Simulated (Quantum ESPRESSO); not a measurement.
## Energy mapping worked by hand: CoO

Aim: get Heisenberg couplings of CoO from the energies of collinear orders, with pencil and paper, and test them on an order left out of the fit.

Calculated with Quantum ESPRESSO 7.5; PBEsol; plane waves with GBRV 1.5 PBEsol potentials, no spin-orbit coupling.

### 1. The starting structure

The structure is cubic, space group Fm-3m (No. 225). The conventional cell has a = 4.263 Å, b = 4.263 Å, c = 4.263 Å, α = 90.00°, β = 90.00°, γ = 90.00°. Co has 6 O at 2.13 Å nearest. Nearest to O lie 6 Co at 2.13 Å. Farther neighbours and most contacts between anions are not listed.

The cell comes from the Crystallography Open Database.

### 2. The parallel order

All energies count from this run.

The input, pw.in:

```
&CONTROL
  calculation = 'scf'
  prefix = 'pwscf'
  outdir = './tmp'
  pseudo_dir = './pseudo'
  disk_io = 'nowf'
/
&SYSTEM
  ibrav = 0
  nat = 2
  ntyp = 2
  ecutwfc = 40
  ecutrho = 280
  nbnd = 20
  occupations = 'smearing'
  smearing = 'fd'
  degauss = 0.00367493
  nspin = 2
  starting_magnetization(1) = 0.1765
  starting_magnetization(2) = 0
/
&ELECTRONS
  conv_thr = 4d-09
  electron_maxstep = 150
  mixing_beta = 0.3
/
ATOMIC_SPECIES
Co     58.9332 co_pbesol_v1.2.uspp.F.UPF
O      15.9990 o_pbesol_v1.2.uspp.F.UPF
CELL_PARAMETERS angstrom
   0.0000000000    2.1315000000    2.1315000000
   2.1315000000    0.0000000000    2.1315000000
   2.1315000000    2.1315000000    0.0000000000
ATOMIC_POSITIONS crystal
Co      0.0000000000    0.0000000000    0.0000000000
O       0.5000000000    0.5000000000    0.5000000000
K_POINTS automatic
8 8 8 0 0 0
```

Run with:

```bash
$ OMP_NUM_THREADS=1 mpirun -n 4 pw.x -nk 4 -in pw.in > pw.out
```

The log of the run:

```text
Program PWSCF v.7.5 starts
     [... lines left out ...]
     number of atoms/cell      =            2
     [... lines left out ...]
     number of electrons       =        23.00
     number of Kohn-Sham states=           20
     kinetic-energy cutoff     =      40.0000  Ry
     charge density cutoff     =     280.0000  Ry
     scf convergence threshold =      4.0E-09
     [... lines left out ...]
     48 Sym. Ops., with inversion, found
     [... lines left out ...]
     number of k points=    29  Fermi-Dirac smearing, width (Ry)=  0.0037
     [... lines left out ...]
     iteration # 16     ecut=    40.00 Ry     beta= 0.30
     [... lines left out ...]
     Magnetic moment per site  (integrated on atomic sphere of radius R)
     atom   1 (R=0.292)  charge= 14.6078  magn=  2.5390
     atom   2 (R=0.292)  charge=  5.7410  magn=  0.3517
     [... lines left out ...]
     the Fermi energy is    13.7507 ev
!    total energy              =    -330.42784139 Ry
     estimated scf accuracy    <          4.4E-10 Ry
     smearing contrib. (-TS)   =      -0.00228026 Ry
     [... lines left out ...]
     total magnetization       =     2.99 Bohr mag/cell
     absolute magnetization    =     3.02 Bohr mag/cell
     convergence has been achieved in  16 iterations
   JOB DONE.
```

Elapsed: 4.6 s, on 4 MPI ranks of Arm Neoverse V2, shared host; peak memory 0.25 GiB; 18 s of CPU time.

Spin moment in the atom's sphere by atom:

```
atom  spin moment in the atom's sphere (μB)
 Co1                                   2.54
  O2                                   0.35
```

Numbers from this step:

* smearing term TS: 0.03102 eV
* magnetization: 2.989 μB
* absolute magnetization: 3.015 μB
* final state: ferromagnetic

### 3. The orders used for the fit

The other orders were run with the same settings, on meshes that hold the same points. Free energies are divided by the number of Co atoms; q is in fractions of the reciprocal vectors of the first run's cell.

```
            order  atoms   mesh  free energy (eV)   eV per Co  largest moment (μB)
              F +      2  8×8×8        -4495.6998  -4495.6998                 2.54
AF q=(0,0,1/2) +-      4  8×8×4        -8991.6585  -4495.8292                 2.39
```

### 4. Counting neighbours

With E = −Σ J e_i·e_j over ordered pairs of unit vectors, turning a neighbour from parallel to opposed costs 2J a Co atom. So an order lies 2 Σ n J over the parallel one, n being the opposed neighbours in each shell.

```
shell  distance (Å)  neighbours  opposed in AF q=(0,0,1/2) +-  opposed in AF q=(0,1/2,1/2) +-
   J1          3.01          12                             6                               8
   J2          4.26           6                             6                               0
```

Only J1 is kept, as an effective coupling that takes up all reversed shells.

### 5. Solving

```
2 × 6 × J1 = -129.4 meV    (AF q=(0,0,1/2) +-)
J1 = -10.78 meV
```

### 6. The test

The couplings now give the orders that were left out:

```
2 × 8 × (-10.78) = -172.5 meV    (AF q=(0,1/2,1/2) +-)
```

The runs themselves:

```
              order  atoms   mesh  free energy (eV)   eV per Co  largest moment (μB)  over the parallel order (meV)  foretold (meV)
AF q=(0,1/2,1/2) +-      4  8×4×8        -8991.1841  -4495.5920                 2.37                         +107.8          -172.5
```

### 7. One more shell

One way to take up the miss is the next shell. Both differences then fix both couplings, and no order is left for a test.

```
2 × 6 × J1 + 2 × 6 × J2 = -129.4 meV    (AF q=(0,0,1/2) +-)
2 × 8 × J1 = +107.8 meV    (AF q=(0,1/2,1/2) +-)
J1 = +6.74 meV
J2 = -17.52 meV
```

### 8. Summary of results

```
effective J1 (Co–Co at 3.01 Å)      : -10.8 meV
largest miss on the orders left out : 280 meV
J1 with two shells                  : 6.74 meV
J2 with two shells                  : -17.5 meV
```

The model misses the order left out by 280 meV, 217 % of the largest energy difference, so it fails: these couplings alone don't describe the crystal. With the next shell added the couplings are J1 = +6.74 and J2 = -17.52 meV, untested. The largest moment changes by 6.5 % between the orders. Shells that were dropped are folded into the couplings or show in the miss. No Hubbard term acts here. In such compounds local and semilocal functionals without one often delocalise the d electrons, and can shrink or lose moments and miss the size, sign and order of the couplings. The smearing term is large for its width, so states at the Fermi level are partly filled: at this level the cell is a metal or has a gap of a few widths at most.

[Logs and program files are shortened in this print: banners, set-up blocks, solver, clock and traceback lines can be left out without a mark of their own.]

[Logs are printed without paths, hosts, clocks, repeated set-up lines and the standing remarks that a program may print on its own settings, such as how far it seeks lower states.]

[Hosts, paths, dates, database ids (printed as entryN), source tags and the programs' standing remarks are cut or masked in the printed files.]

[Where a cell is said to come from a database of computed structures, the database is the Materials Project.]
